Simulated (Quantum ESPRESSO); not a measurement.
# BAs (F-43m): from the cell to the phonon bands, part 2 of 3

Wanted: phonon bands, density of states and zone-centre response of BAs (F-43m).

Quantum ESPRESSO 7.5; DFT LDA, scalar-relativistic, plane waves, GBRV ultrasoft pseudopotentials.

So far. Step 2 (A first look): A gap of 1.2 eV opens on this mesh, so the crystal is taken as an insulator; the start stands at -2.5 GPa. Step 4 (Self-consistent run for the response): The cell stands at -0.0060 GPa, close enough for phonons. The relaxed cell has a = 4.748 Å (conventional setting).

**5. Phonons on a q mesh**

Linear response treats each wavevector in the unit cell, with no supercell; the 4×4×4 mesh fixes the range of the force constants to be had.

Contents of ph.in:

```
phonons
 &inputph
    prefix='x',
    outdir='./tmp',
    fildyn='x.dyn',
    tr2_ph=1.0d-18,
    epsil=.true.,
    ldisp=.true.,
    nq1=4,
    nq2=4,
    nq3=4,
 /
```

Run with:

```sh
$ OMP_NUM_THREADS=1 mpirun -n 2 ph.x -nk 2 -in ph.in > ph.out
```

Numbers of over 12 decimals in the logs are rounded to 6 here.

What it wrote:

```text
[banners, grids, parts of the stress and lines that vanish by symmetry left out]
[banner, memory and clock lines left out]
Program PHONON v.7.5

[...]
Exchange-correlation= PZ
                           (   1   1   0   0   0   0   0)
[...]
(   8 q-points):
[...]
kinetic-energy cut-off    =      40.0000  Ry
     charge density cut-off    =     240.0000  Ry
     convergence threshold     =      1.0E-18
[...]
Exchange-correlation= PZ
                           (   1   1   0   0   0   0   0)
[...]
q = (   0.0000000   0.0000000   0.0000000 )
     25 Sym.Ops. (with q -> -q+G )
     G cutoff =  244.7140  (  11311 G-vectors)     FFT grid: ( 32, 32, 32)
     G cutoff =  163.1426  (   6183 G-vectors)  smooth grid: ( 25, 25, 25)
     number of k points=    29
[...]
Mode symmetry, T_d (-43m)  point group:
[...]
Dielectric constant
[...]
End of electric fields calculation
          Dielectric constant in cartesian axis
          (      10.086218703      -0.000000000      -0.000000000 )
          (      -0.000000000      10.086218703       0.000000000 )
          (      -0.000000000       0.000000000      10.086218703 )
          Effective charges (d Force / dE) in cartesian axis without acoustic sum rule applied (asr)
           atom    1  B     Mean Z*:       -0.56853
      Ex  (       -0.56853        0.00000        0.00000 )
      Ey  (       -0.00000       -0.56853       -0.00000 )
      Ez  (        0.00000        0.00000       -0.56853 )
           atom    2  As    Mean Z*:        0.48262
      Ex  (        0.48262        0.00000        0.00000 )
      Ey  (        0.00000        0.48262       -0.00000 )
      Ez  (        0.00000       -0.00000        0.48262 )
          Effective charges Sum: Mean:       -0.08591
[...]
Effective charges (d Force / dE) in cartesian axis with asr applied:
           atom    1  B     Mean Z*:       -0.52558
[...]
atom    2  As    Mean Z*:        0.52558
[...]
Representation #   1 modes #   1   2   3
[...]
End of self-consistent calculation
     Convergence has been achieved
     Representation #   2 modes #   4   5   6
[...]
End of self-consistent calculation
     Convergence has been achieved
[...]
Dielectric constant in cartesian axis
          (      10.086218703      -0.000000000      -0.000000000 )
          (      -0.000000000      10.086218703       0.000000000 )
          (      -0.000000000       0.000000000      10.086218703 )
          Effective charges (d Force / dE) in cartesian axis without acoustic sum rule applied (asr)
           atom    1  B     Mean Z*:       -0.56853
      Ex  (       -0.56853        0.00000        0.00000 )
      Ey  (       -0.00000       -0.56853       -0.00000 )
      Ez  (        0.00000        0.00000       -0.56853 )
           atom    2  As    Mean Z*:        0.48262
      Ex  (        0.48262        0.00000        0.00000 )
      Ey  (        0.00000        0.48262       -0.00000 )
      Ez  (        0.00000       -0.00000        0.48262 )
          Effective charges Sum: Mean:       -0.08591
[...]
Effective charges (d Force / dE) in cartesian axis with asr applied:
           atom    1  B     Mean Z*:       -0.52558
[...]
atom    2  As    Mean Z*:        0.52558
[...]
Effective charges (d P / du) in cartesian axis
[...]
q = (    0.000000000   0.000000000   0.000000000 )
[...]
freq (    1) =      -0.249128 [THz] =      -8.310015 [cm-1]
     freq (    2) =      -0.249128 [THz] =      -8.310015 [cm-1]
     freq (    3) =      -0.249128 [THz] =      -8.310015 [cm-1]
     freq (    4) =      21.048117 [THz] =     702.089626 [cm-1]
     freq (    5) =      21.048117 [THz] =     702.089626 [cm-1]
     freq (    6) =      21.048117 [THz] =     702.089626 [cm-1]
[...]
Mode symmetry, T_d (-43m)  point group:
     freq (   1-   3) =         -8.3  [cm-1]   --> T_2  G_15 P_4   I+R
     freq (   4-   6) =        702.1  [cm-1]   --> T_2  G_15 P_4   I+R
[...]
Mode symmetry, C_3v (3m)   point group:
[...]
Representation #   1 mode #   1
[...]
End of self-consistent calculation
     Convergence has been achieved
     Representation #   2 mode #   2
[...]
End of self-consistent calculation
     Convergence has been achieved
     Representation #   3 modes #   3   4
[...]
Convergence has been achieved
     Representation #   4 modes #   5   6
[...]
Convergence has been achieved
[...]
q = (   -0.176776695   0.176776695  -0.176776695 )
[...]
freq (    1) =       3.330094 [THz] =     111.079968 [cm-1]
     freq (    2) =       3.330094 [THz] =     111.079968 [cm-1]
     freq (    3) =       6.676297 [THz] =     222.697297 [cm-1]
     freq (    4) =      20.537682 [THz] =     685.063315 [cm-1]
     freq (    5) =      20.537682 [THz] =     685.063315 [cm-1]
     freq (    6) =      21.267494 [THz] =     709.407255 [cm-1]
[...]
Mode symmetry, C_3v (3m)   point group:
     freq (   1-   2) =        111.1  [cm-1]   --> E    L_3
     freq (   3-   3) =        222.7  [cm-1]   --> A_1  L_1
     freq (   4-   5) =        685.1  [cm-1]   --> E    L_3
     freq (   6-   6) =        709.4  [cm-1]   --> A_1  L_1
[...]
Mode symmetry, C_3v (3m)   point group:
[...]
Representation #   1 mode #   1
[...]
Convergence has been achieved
     Representation #   2 mode #   2
[...]
Convergence has been achieved
     Representation #   3 modes #   3   4
[...]
Convergence has been achieved
     Representation #   4 modes #   5   6
[...]
Convergence has been achieved
[...]
q = (    0.353553391  -0.353553391   0.353553391 )
[...]
freq (    1) =       4.125136 [THz] =     137.599728 [cm-1]
     freq (    2) =       4.125136 [THz] =     137.599728 [cm-1]
[...]
Mode symmetry, C_3v (3m)   point group:
     freq (   1-   2) =        137.6  [cm-1]   --> E    L_3
     freq (   3-   3) =        312.6  [cm-1]   --> A_1  L_1
     freq (   4-   5) =        678.1  [cm-1]   --> E    L_3
     freq (   6-   6) =        712.5  [cm-1]   --> A_1  L_1
[...]
Mode symmetry, C_2v (mm2)  point group:
[...]
Convergence has been achieved
[...]
Convergence has been achieved
[...]
Convergence has been achieved
[...]
Convergence has been achieved
[...]
q = (    0.000000000   0.353553391   0.000000000 )
[...]
Mode symmetry, C_2v (mm2)  point group:
     freq (   1-   1) =        150.0  [cm-1]   --> B_1  D_3  S_3
     freq (   2-   2) =        150.0  [cm-1]   --> B_2  D_4  S_4
     freq (   3-   3) =        230.8  [cm-1]   --> A_1  D_1  S_1
     freq (   4-   4) =        663.4  [cm-1]   --> B_1  D_3  S_3
     freq (   5-   5) =        663.4  [cm-1]   --> B_2  D_4  S_4
     freq (   6-   6) =        723.0  [cm-1]   --> A_1  D_1  S_1
[...]
Mode symmetry, C_s (m)     point group:
[...]
q = (    0.530330086  -0.176776695   0.530330086 )
[...]
Mode symmetry, C_s (m)     point group:
     freq (   1-   1) =        174.9  [cm-1]   --> A''
     freq (   2-   2) =        224.7  [cm-1]   --> A'
     freq (   3-   3) =        284.0  [cm-1]   --> A'
     freq (   4-   4) =        644.1  [cm-1]   --> A'
     freq (   5-   5) =        652.9  [cm-1]   --> A''
     freq (   6-   6) =        719.6  [cm-1]   --> A'
[...]
Mode symmetry, C_s (m)     point group:
[...]
q = (    0.353553391   0.000000000   0.353553391 )
[...]
Mode symmetry, C_s (m)     point group:
     freq (   1-   1) =        161.8  [cm-1]   --> A''
     freq (   2-   2) =        220.7  [cm-1]   --> A'
     freq (   3-   3) =        258.7  [cm-1]   --> A'
     freq (   4-   4) =        652.1  [cm-1]   --> A'
     freq (   5-   5) =        662.3  [cm-1]   --> A''
     freq (   6-   6) =        710.6  [cm-1]   --> A'
[...]
Mode symmetry, D_2d (-42m) point group:
[...]
Representation #   3 modes #   3   4
[...]
Convergence has been achieved
     Representation #   4 modes #   5   6
[...]
Convergence has been achieved
[...]
q = (    0.000000000  -0.707106781   0.000000000 )
[...]
freq (    5) =      19.201926 [THz] =     640.507311 [cm-1]
     freq (    6) =      22.216952 [THz] =     741.077740 [cm-1]
[...]
Mode symmetry, D_2d (-42m) point group:
     freq (   1-   2) =        190.9  [cm-1]   --> E    X_5  W_3
     freq (   3-   3) =        321.6  [cm-1]   --> A_1  X_1  W_1
     freq (   4-   5) =        640.5  [cm-1]   --> E    X_5  W_3
     freq (   6-   6) =        741.1  [cm-1]   --> B_2  X_3  W_2
[...]
Mode symmetry, S_4 (-4)    point group:
[...]
Convergence has been achieved
[...]
Convergence has been achieved
[...]
Convergence has been achieved
[...]
Convergence has been achieved
     Representation #   5 mode #   5
[...]
End of self-consistent calculation
     Convergence has been achieved
     Representation #   6 mode #   6
[...]
End of self-consistent calculation
     Convergence has been achieved
[...]
q = (   -0.353553391  -0.707106781   0.000000000 )
[...]
freq (    1) =       6.716367 [THz] =     224.033894 [cm-1]
     freq (    2) =       7.688802 [THz] =     256.470813 [cm-1]
     freq (    3) =       8.000356 [THz] =     266.863152 [cm-1]
     freq (    4) =      18.920891 [THz] =     631.132986 [cm-1]
     freq (    5) =      19.225170 [THz] =     641.282644 [cm-1]
     freq (    6) =      21.464584 [THz] =     715.981455 [cm-1]
[...]
Mode symmetry, S_4 (-4)    point group:
     freq (   1-   1) =        224.0  [cm-1]   --> E*   W_2
     freq (   2-   2) =        256.5  [cm-1]   --> B    W_3
     freq (   3-   3) =        266.9  [cm-1]   --> A    W_1
     freq (   4-   4) =        631.1  [cm-1]   --> E    W_4
     freq (   5-   5) =        641.3  [cm-1]   --> B    W_3
     freq (   6-   6) =        716.0  [cm-1]   --> E*   W_2
```

Wall time 20 min (2 MPI ranks of Arm Neoverse N1, shared host); 41 min of CPU time.

Numbers from this step:

```yaml
miss_of_the_charge_sum_rule: 0.08591 e
largest_acoustic_frequency_at_the_zone_centre_before_the_sum_rule: -8.31 cm⁻¹
highest_optical_zone_centre_mode_no_lo_to_term: 702.1 cm⁻¹
lowest_optical_zone_centre_mode: 702.1 cm⁻¹
mean_high_frequency_dielectric_constant: 10.09
largest_born_charge_in_size_third_of_the_trace: 0.5685 e
lowest_mode_on_the_q_mesh_acoustic_ones_at_the_zone_centre_apart: 111.1 cm⁻¹
```

Frequencies (cm⁻¹) at each irreducible wavevector; negative means imaginary. Frequencies by wavevector:

| q (fractions) | star | mode 1 | mode 2 | mode 3 | mode 4 | mode 5 | mode 6 |
| --- | --- | --- | --- | --- | --- | --- | --- |
| 0 0 0 | 1 | -8.31 | -8.31 | -8.31 | 702.1 | 702.1 | 702.1 |
| 0 0 0.25 | 8 | 111.1 | 111.1 | 222.7 | 685.1 | 685.1 | 709.4 |
| 0 0 -0.5 | 4 | 137.6 | 137.6 | 312.6 | 678.1 | 678.1 | 712.5 |
| 0 0.25 0.25 | 6 | 150 | 150 | 230.8 | 663.4 | 663.4 | 723 |
| 0 0.25 -0.5 | 24 | 174.9 | 224.7 | 284 | 644.1 | 652.9 | 719.6 |
| 0 0.25 -0.25 | 12 | 161.8 | 220.7 | 258.8 | 652.1 | 662.3 | 710.6 |
| 0 -0.5 -0.5 | 3 | 190.9 | 190.9 | 321.6 | 640.5 | 640.5 | 741.1 |
| 0.25 -0.5 -0.25 | 6 | 224 | 256.5 | 266.9 | 631.1 | 641.3 | 716 |

Born charge (rows field, columns displacement), before the sum rule (e), principal values of the symmetric part by kind of site:

| atom | atoms with these values | low | middle | high | mean |
| --- | --- | --- | --- | --- | --- |
| B1 | 1 | -0.5685 | -0.5685 | -0.5685 | -0.5685 |
| As2 | 1 | 0.4826 | 0.4826 | 0.4826 | 0.4826 |

In full for B1:

```
-0.5685  0.0000  0.0000
 0.0000 -0.5685  0.0000
 0.0000  0.0000 -0.5685
```

High-frequency dielectric tensor:

```
10.09  0.00  0.00
 0.00 10.09  0.00
 0.00  0.00 10.09
```

The acoustic modes at Γ come out as far as 8.3 cm⁻¹ from zero, where they should vanish, a small numerical error; the Born charges miss their sum rule by 0.086 e, too much: mesh or cutoff is short for the field response.

**6. Force constants in real space**

The dynamical matrices of the mesh are Fourier-transformed to force constants in real space, after the long-range dipole part is taken out.

Contents of q2r.in:

```
 &input
    fildyn='x.dyn',
    zasr='simple',
    flfrc='x.fc',
 /
```

Run with:

```sh
$ q2r.x < q2r.in > q2r.out
```

What it wrote:

```text
[banners, grids, parts of the stress and lines that vanish by symmetry left out]
[banner, memory and clock lines left out]
Program Q2R v.7.5

  reading grid info from file x.dyn0

  reading force constants from file x.dyn1
 macroscopic fields = T
  10.08622  -0.00000  -0.00000
  -0.00000  10.08622   0.00000
[...]
na=            1
[...]
na=            2
[...]
0.00000   0.48262  -0.00000
   0.00000  -0.00000   0.48262
  alpha Ewald:    1.019641
  nqs=            1
 q=   0.00000000  0.00000000  0.00000000
  reading force constants from file x.dyn2
  alpha Ewald:    1.019641
  nqs=            8
 q=  -0.17677670  0.17677670 -0.17677670
[...]
reading force constants from file x.dyn7
  alpha Ewald:    1.019641
  nqs=            3
[...]
reading force constants from file x.dyn8
  alpha Ewald:    1.019641
  nqs=            6
[...]
q=   0.00000000 -0.35355339 -0.70710678
 q=  -0.00000000  0.35355339 -0.70710678

      q-space grid ok, #points =   64

      fft-check warning: sum of imaginary terms = 6.277317E-11
```

It took 0.5 s on 1 thread.

**7. Interpolated phonon bands**

From the force constants any wavevector is cheap; points of the mesh come back as solved, but for the sum rule and, in polar crystals, the LO-TO term at Γ; the rest is interpolation.

Contents of matdyn.in:

```
 &input
    asr='simple',
    flfrc='x.fc',
    flfrq='x.freq',
    flvec='x.modes',
    q_in_band_form=.true.,
    q_in_cryst_coord=.true.,
 /
8
  0.0000000   0.0000000   0.0000000  12  ! GAMMA
 -0.0000000   0.5000000   0.5000000  12  ! X
 -0.0000000   0.6250000   0.3750000   1  ! U
 -0.3750000   0.3750000  -0.0000000  12  ! K
  0.0000000   0.0000000   0.0000000  12  ! GAMMA
 -0.0000000   0.5000000  -0.0000000  12  ! L
 -0.2500000   0.5000000   0.2500000  12  ! W
 -0.0000000   0.5000000   0.5000000   1  ! X
```

Run with:

```sh
$ matdyn.x -in matdyn.in > matdyn.out
```

What it wrote:

```text
[banner, memory and clock lines left out]
Program MATDYN v.7.5

 mass for atomic type   1 not given; uses mass from file x.fc
 mass for atomic type   2 not given; uses mass from file x.fc
```

Wall time 0.51 s (1 thread).

This step gave:

* lowest frequency on the path: 0 cm⁻¹

Matdyn.x, sum rule simple. Phonon branches along the path, in cm⁻¹:

| point | branch 1 | branch 2 | branch 3 | branch 4 | branch 5 | branch 6 |
| --- | --- | --- | --- | --- | --- | --- |
| Γ | 0 | 0 | 0 | 702 | 702 | 706 |
| halfway | 150 | 150 | 231 | 663 | 663 | 723 |
| X | 191 | 191 | 322 | 641 | 641 | 741 |
| halfway | 192 | 211 | 313 | 637 | 642 | 735 |
| U | 190 | 245 | 290 | 630 | 645 | 725 |
| jump to K | 190 | 245 | 290 | 630 | 645 | 725 |
| halfway | 133 | 178 | 229 | 674 | 676 | 706 |
| Γ | 0 | 0 | 0 | 702 | 702 | 706 |
| halfway | 111 | 111 | 223 | 685 | 685 | 710 |
| L | 138 | 138 | 313 | 678 | 678 | 713 |
| halfway | 178 | 214 | 290 | 645 | 659 | 714 |
| W | 224 | 257 | 267 | 631 | 641 | 716 |
| halfway | 208 | 214 | 305 | 636 | 641 | 729 |
| X | 191 | 191 | 322 | 641 | 641 | 741 |

The phonon branches as a text plot (rows in cm⁻¹):

```
    726 |   *******************               *******************
    695 |*****                 ****************
    664 |     ***           *****              *********
    633 |        *************                        ***********
    602 |
    571 |
    540 |
    510 |
    479 |
    448 |
    417 |
    386 |
    355 |
    324 |          *****                         ***          ***
    293 |        **     **                     **   ***     **
    263 |       *         *****              **        *****
    232 |      *        **   ****           *          * *****
    201 |     *    *********   * *         *         ****    ****
    170 |    *  ***         *** * *       *         ***
    139 |   * **               *** *          *******
    108 |    *                   ****    * ***
     77 |  **                      *    ***
     46 | **                        *** *
     15 |**                          ***
         Γ           X  U|K            Γ         L        W     X
```

All branches are real along the path.

**8. Density of states**

Sums over the zone need many more wavevectors than were solved, so the interpolation is sampled on a dense mesh.

Contents of matdyn.in:

```
 &input
    asr='simple',
    flfrc='x.fc',
    dos=.true.,
    fldos='x.dos',
    nk1=16,
    nk2=16,
    nk3=16,
    deltaE=1.0,
 /
```

Run with:

```sh
$ matdyn.x -in matdyn.in > matdyn.out
```

What it wrote:

```text
[banner, memory and clock lines left out]
Program MATDYN v.7.5

 mass for atomic type   1 not given; uses mass from file x.fc
 mass for atomic type   2 not given; uses mass from file x.fc
```

Elapsed: 11 s, on 1 thread.

This step gave:

| Quantity | Value |
| --- | --- |
| share of modes beyond 3i cm⁻¹ on the dense interpolated mesh | 0 |
| zero-point energy per atom | 82.43 meV |
| heat capacity at 300 K | 16.96 J/(mol atoms K) |
| vibrational entropy at 300 K | 15.67 J/(mol atoms K) |

The phonon density of states has structure finer than the step of the table below, so its rows give means over 20 cm⁻¹, whole bins alone (the curve runs from 0 to 740 cm⁻¹). Peaks (cm⁻¹: height): total 192.0: 0.0285, 284.0: 0.0249, 644.0: 0.0515, 712.0: 0.0692; As 192.0: 0.0264, 284.0: 0.0245, 676.0: 0.00345, 712.0: 0.00335; B 644.0: 0.0485, 716.0: 0.0659.

Tetrahedra. The phonon density of states by wavenumber; means over each step; values in 1/cm⁻¹/cell:

| wavenumber (cm⁻¹) | total | As | B |
| --- | --- | --- | --- |
| 20 | 3.6e-5 | 3.2e-5 | 4.0e-6 |
| 40 | 2.8e-4 | 2.4e-4 | 3.5e-5 |
| 60 | 7.6e-4 | 6.6e-4 | 9.2e-5 |
| 80 | 0.00151 | 0.00134 | 1.8e-4 |
| 100 | 0.00281 | 0.00249 | 3.2e-4 |
| 120 | 0.00519 | 0.00463 | 5.5e-4 |
| 140 | 0.0121 | 0.0109 | 0.00121 |
| 160 | 0.0168 | 0.0153 | 0.00154 |
| 180 | 0.0212 | 0.0195 | 0.00169 |
| 200 | 0.0214 | 0.0199 | 0.00147 |
| 220 | 0.0138 | 0.0130 | 8.0e-4 |
| 240 | 0.0123 | 0.0117 | 6.0e-4 |
| 260 | 0.00859 | 0.00827 | 3.3e-4 |
| 280 | 0.0216 | 0.0212 | 3.9e-4 |
| 300 | 0.0104 | 0.0103 | 1.1e-4 |
| 320 | 0.00115 | 0.00115 | 6.5e-6 |
| 340 | 0 | 0 | 0 |
| 360 | 0 | 0 | 0 |
| 380 | 0 | 0 | 0 |
| 400 | 0 | 0 | 0 |
| 420 | 0 | 0 | 0 |
| 440 | 0 | 0 | 0 |
| 460 | 0 | 0 | 0 |
| 480 | 0 | 0 | 0 |
| 500 | 0 | 0 | 0 |
| 520 | 0 | 0 | 0 |
| 540 | 0 | 0 | 0 |
| 560 | 0 | 0 | 0 |
| 580 | 0 | 0 | 0 |
| 600 | 0 | 0 | 0 |
| 620 | 0.00116 | 1.4e-5 | 0.00115 |
| 640 | 0.0355 | 0.00169 | 0.0338 |
| 660 | 0.0379 | 0.00286 | 0.0350 |
| 680 | 0.0230 | 0.00226 | 0.0207 |
| 700 | 0.0105 | 8.4e-4 | 0.00968 |
| 720 | 0.0391 | 0.00167 | 0.0374 |

Harmonic thermodynamic functions per atom, summed over the density of states scaled to three modes an atom; melting is ignored. Thermodynamic functions:

| T (K) | F_vib (meV/atom) | S (J/mol-atom/K) | C_V (J/mol-atom/K) |
| --- | --- | --- | --- |
| 0 | 82.43 | 0 | 0 |
| 50 | 82.37 | 0.527 | 1.72 |
| 100 | 81.46 | 3.208 | 6.392 |
| 200 | 74.78 | 9.677 | 12.6 |
| 300 | 61.58 | 15.67 | 16.96 |
| 400 | 42.54 | 20.95 | 19.64 |
| 500 | 18.39 | 25.52 | 21.25 |
| 600 | -10.16 | 29.49 | 22.25 |
| 700 | -42.57 | 32.97 | 22.91 |
| 800 | -78.38 | 36.06 | 23.35 |
| 900 | -117.2 | 38.83 | 23.67 |
| 1000 | -158.8 | 41.34 | 23.9 |

At 300 K the heat capacity has reached 68 % of the Dulong-Petit value.

**9. Zone-centre analysis**

A rigid shift of the crystal must cost nothing, but grids and finite bases break this; the acoustic sum rule is imposed before the matrix is diagonalised again. With Born charges the intensities follow, and the static dielectric tensor.

Contents of dynmat.in:

```
 &input
    fildyn='x.dyn1',
    asr='simple',
    fileig='dynmat.eig',
    lperm=.true.,
 /
```

Run with:

```sh
$ dynmat.x -in dynmat.in > dynmat.out
```

What it wrote:

```text
[banner, memory and clock lines left out]
Program DYNMAT v.7.5

     Reading Dynamical Matrix from file x.dyn1
     ...Force constants read
     ...epsilon and Z* read
     A direction for q was not specified:TO-LO splitting will be absent

     Polarizability (A^3 units)
     multiply by 0.248217 for Clausius-Mossotti correction
        19.349626   -0.000000   -0.000000
        -0.000000   19.349626    0.000000
        -0.000000    0.000000   19.349626

     IR activities are in (D/A)^2/amu units

# mode   [cm-1]    [THz]      IR
    1     -0.00   -0.0000    0.0000
    2     -0.00   -0.0000    0.0000
    3      0.00    0.0000    0.0000
    4    702.17   21.0506    0.6746
    5    702.17   21.0506    0.6746
    6    702.17   21.0506    0.6746

Electronic dielectric permittivity tensor (relative, adimensional)
        10.086219   -0.000000   -0.000000
        -0.000000   10.086219    0.000000
        -0.000000    0.000000   10.086219

 ... with zone-center polar mode contributions
        10.195267    0.000000    0.000000
         0.000000   10.195267   -0.000000
         0.000000   -0.000000   10.195267
```

It took 0.48 s on 1 thread.

Read from the output:

| Quantity | Value |
| --- | --- |
| highest optical zone-centre mode (no LO-TO term) | 702.2 cm⁻¹ |
| lowest optical zone-centre mode | 702.2 cm⁻¹ |
| mean static dielectric constant | 10.20 |

Unit eigenvectors of the mass-weighted matrix after the sum rule; no LO-TO term. The modes at Γ (shares of kinetic energy by element, %):

| mode | frequency (cm⁻¹) | symmetry | B % | As % |
| --- | --- | --- | --- | --- |
| 1 | 0.0 | acoustic | 13 | 87 |
| 2 | 0.0 | acoustic | 13 | 87 |
| 3 | 0.0 | acoustic | 13 | 87 |
| 4 | 702.2 | T2 | 87 | 13 |
| 5 | 702.2 | T2 | 87 | 13 |
| 6 | 702.2 | T2 | 87 | 13 |

Displacements in mode 5 (702.2 cm⁻¹), the largest set to 1:
```
B1   0.00  1.00  0.33
As2  0.00 -0.14 -0.05
```

Degenerate modes summed, no LO-TO term. Lines of the infrared spectrum (strongest = 100):

| position (cm⁻¹) | lines merged | label | IR intensity, relative |
| --- | --- | --- | --- |
| 702 | 3 | T2 | 100 |

Static dielectric tensor (ions relaxed, fixed cell):

```
10.20  0.00  0.00
 0.00 10.20  0.00
 0.00  0.00 10.20
```

The rule moves no optical mode by more than 0.1 cm⁻¹.

(Part 2 of 3 ends here.)

[Host names and launcher messages were left out of these logs when they were recorded.]

[Logs are printed without paths, hosts, clocks, repeated set-up lines and the standing remarks that a program may print on its own settings, such as how far it seeks lower states.]

[Hosts, paths, dates, database ids (printed as entryN), source tags and the programs' standing remarks are cut or masked in the printed files.]
